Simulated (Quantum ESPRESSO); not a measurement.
Computed results, one entry a study.

```cif
data_feclo
_symmetry_space_group_name_H-M 'Pmmn:1'
_symmetry_Int_Tables_number 59
_cell_length_a 3.3020
_cell_length_b 3.7800
_cell_length_c 7.9170
_cell_angle_alpha 90.000
_cell_angle_beta 90.000
_cell_angle_gamma 90.000
_cell_volume 98.82
loop_
_atom_site_label
_atom_site_type_symbol
_atom_site_symmetry_multiplicity
_atom_site_Wyckoff_symbol
_atom_site_fract_x
_atom_site_fract_y
_atom_site_fract_z
_atom_site_occupancy
Fe1 Fe 2 b 0.50000 0.00000 0.11568 1
Cl1 Cl 2 a 0.00000 0.00000 0.33003 1
O1 O 2 a 0.00000 0.00000 0.95168 1
_calc_subject 'FeClO: non-collinear starts'
_calc_method 'LDA with U = 3.6 eV on Fe d (ortho-atomic projectors); plane waves with GBRV 1.5 LDA potentials, no spin-orbit coupling (and 1 further level or step)'
_calc_program 'Quantum ESPRESSO 7.5'
_calc_settings_of_one_run 'GBRV 1.5 LDA, cutoff 462.59 eV, 4×4×2 k-mesh, 78 bands, fermi-dirac occupations, smearing width 0.1 eV, SCF threshold 1.20e-8, symmetry off, Hubbard form dudarev, Hubbard projectors ortho-atomic, starting moments 4 4 0 0 0 0 μB'
_calc_cost '5 runs, 28 min in all on 4 MPI ranks of Arm Neoverse V1, shared host (the runs of this entry)'
_calc_notes 'Without spin–orbit coupling only the angles between moments matter. The cell holds only so many moments, so longer spirals cannot form in it.'
_calc_lowest_start 'collinear alternating'
_calc_its_final_state 'antiferromagnetic'
_calc_its_moments '3.82 μB'
_calc_its_net_moment '0 μB a cell'
```

[Logs and program files are shortened in this print: banners, set-up blocks, solver, clock and traceback lines can be left out without a mark of their own.]

[Logs are printed without paths, hosts, clocks, repeated set-up lines and the standing remarks that a program may print on its own settings, such as how far it seeks lower states.]

[Hosts, paths, dates, database ids (printed as entryN), source tags and the programs' standing remarks are cut or masked in the printed files.]

[Where a cell is said to come from a database of computed structures, the database is the Materials Project.]
